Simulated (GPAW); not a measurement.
The Ag L₃ edge of atom 1 in AgB2 (P6/mmm), with 12 B at 2.37 Å (12-fold, site symmetry 6/mmm), was computed in 2 ways: excited-electron core hole (neutral cell) and no core hole. Program and functional: GPAW, PBE, Gaussian full width 2.4 eV up to 4 eV, rising linearly to 3.5 eV at 25 eV; cells of 3 and 18 atoms (the run without a hole in the smaller).

Each run is counted from its own lowest empty level or Fermi level and scaled to a mean of 1 over its first 20 eV.

```csv
E (eV),run 1,run 2
-2.00,0.03,0.05
-1.25,0.13,0.23
-0.50,0.35,0.62
0.25,0.65,1.11
1.00,0.89,1.45
1.75,0.99,1.50
2.50,1.01,1.40
3.25,1.01,1.27
4.00,1.01,1.17
4.75,1.07,1.13
5.50,1.23,1.20
6.25,1.43,1.38
7.00,1.52,1.51
7.75,1.44,1.46
8.50,1.29,1.31
9.25,1.15,1.16
10.00,0.99,1.01
10.75,0.79,0.82
11.50,0.65,0.64
12.25,0.59,0.54
13.00,0.61,0.52
13.75,0.66,0.54
14.50,0.72,0.58
15.25,0.80,0.62
16.00,0.87,0.67
16.75,0.93,0.71
17.50,0.98,0.73
18.25,1.07,0.76
19.00,1.23,0.84
19.75,1.47,1.00
20.50,1.72,1.22
21.25,1.85,1.40
22.00,1.82,1.46
22.75,1.67,1.40
23.50,1.50,1.27
24.25,1.39,1.14
25.00,1.35,1.06
25.75,1.37,1.04
26.50,1.44,1.07
27.25,1.54,1.13
28.00,1.65,1.19
28.75,1.74,1.26
```

**Question.** Which run is which?

Run 1: excited-electron core hole (neutral cell) (area from −2 to 6 eV 6.4, main maxima 7.0 eV (1.52) and 21.4 eV (1.86)). Run 2: no core hole (area from −2 to 6 eV 8.5, main maxima 1.6 eV (1.51), 7.2 eV (1.51) and 22.0 eV (1.46)). With each curve scaled to its own mean, the area from −2 to 6 eV with the hole is 6.4 against 8.5, and the centre of weight from −1 to 20 eV moves by +1.4 eV (first and strongest maxima below 20 eV: 1.6 eV (1.51) and 7.2 eV (1.51) without the hole, 7.0 eV (1.52) with it): the near-edge weight falls against the higher-lying part.

[Banner, clock and machine lines of the logs are left out without a mark of their own.]

[Logs are printed without paths, hosts, clocks, repeated set-up lines and the standing remarks that a program may print on its own settings, such as how far it seeks lower states.]

[Hosts, paths, dates, database ids (printed as entryN), source tags and the programs' standing remarks are cut or masked in the printed files.]

[Lists of maxima count a maximum above −3 eV only where it reaches 4 % of the highest in the window and stands out from its surroundings by 2 % of it (1.5 % where it reaches 55 %); shoulders and weaker maxima are passed over, and of the rest the first, up to two pre-edge ones and the few strongest are named.]
